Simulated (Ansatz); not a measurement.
In doubt: masses and optical values from hybrid runs of this build are listed as unsure, which bears on the screening that GW takes from such a start; one-shot GW on d or f shells is unsure, so the values of those runs are not to be relied on.

AgCl (Fm-3m), computed twice by G0W0.

Symmetry: Fm-3m, No. 225, cubic system. Conventional cell: a = 5.545 Å, b = 5.545 Å, c = 5.545 Å, α = 90.00°, β = 90.00°, γ = 90.00°. Ag has 6 Cl at 2.77 Å nearest. Nearest to Cl lie 6 Ag at 2.77 Å. Farther neighbours and most contacts between anions are not listed.

```yaml
crystal:
  lattice:
    - [0.00000, 2.77266, 2.77266]
    - [2.77266, 0.00000, 2.77266]
    - [2.77266, 2.77266, 0.00000]
  atoms:
    - { symbol: Ag, position: [0.00000, 0.00000, 0.00000] }
    - { symbol: Cl, position: [0.50000, 0.50000, 0.50000] }
```

The cell and positions are those that the Materials Project relaxed with its own functionals (PBE, PBE+U or r2SCAN), kept fixed. PAW set soft_2, made with PBE.

The first (Ansatz 0.2.0; start HSE06, 6×6×6 mesh, 127 empty bands, screening to 120 eV; 1 × NVIDIA H100 80GB HBM3 (shared by 6 runs) with 3 threads of AMD EPYC 7R13 (Zen 3), shared host) gave, on its mesh: starting gap 2.41 eV, G0W0 gap 2.81 eV, RPA ε∞ (mean) 3.73, 45 s.

The second gave: starting gap 3.11 eV, G0W0 gap 3.03 eV, RPA ε∞ (mean) 3.50, 28 s.

Question: What was changed in the input? Choose among start, files, mesh, bands and cutoff, frequency model or another key.

Changed: start from HSE06 to PBE0. A jump of this size in the start, with ε∞ moving the other way, marks another functional. Other changes could give like numbers; this is the one that was made.

Limits: not at the basis limit; d shell near the gap, gap tends to lie low; no spin-orbit coupling.

[Paths, hosts, dates, memory and timing lines, banners, echoed tables and standing remarks are left out of the program output.]

[Logs are printed without paths, hosts, clocks, repeated set-up lines and the standing remarks that a program may print on its own settings, such as how far it seeks lower states.]

[Runs of the session that timed out or met a known fault of the program may be left out.]

[Cells called generated may have been cut or substituted from an entry of the Crystallography Open Database or the Materials Project.]

[Hosts, paths, dates, database ids (printed as entryN), source tags and the programs' standing remarks are cut or masked in the printed files.]
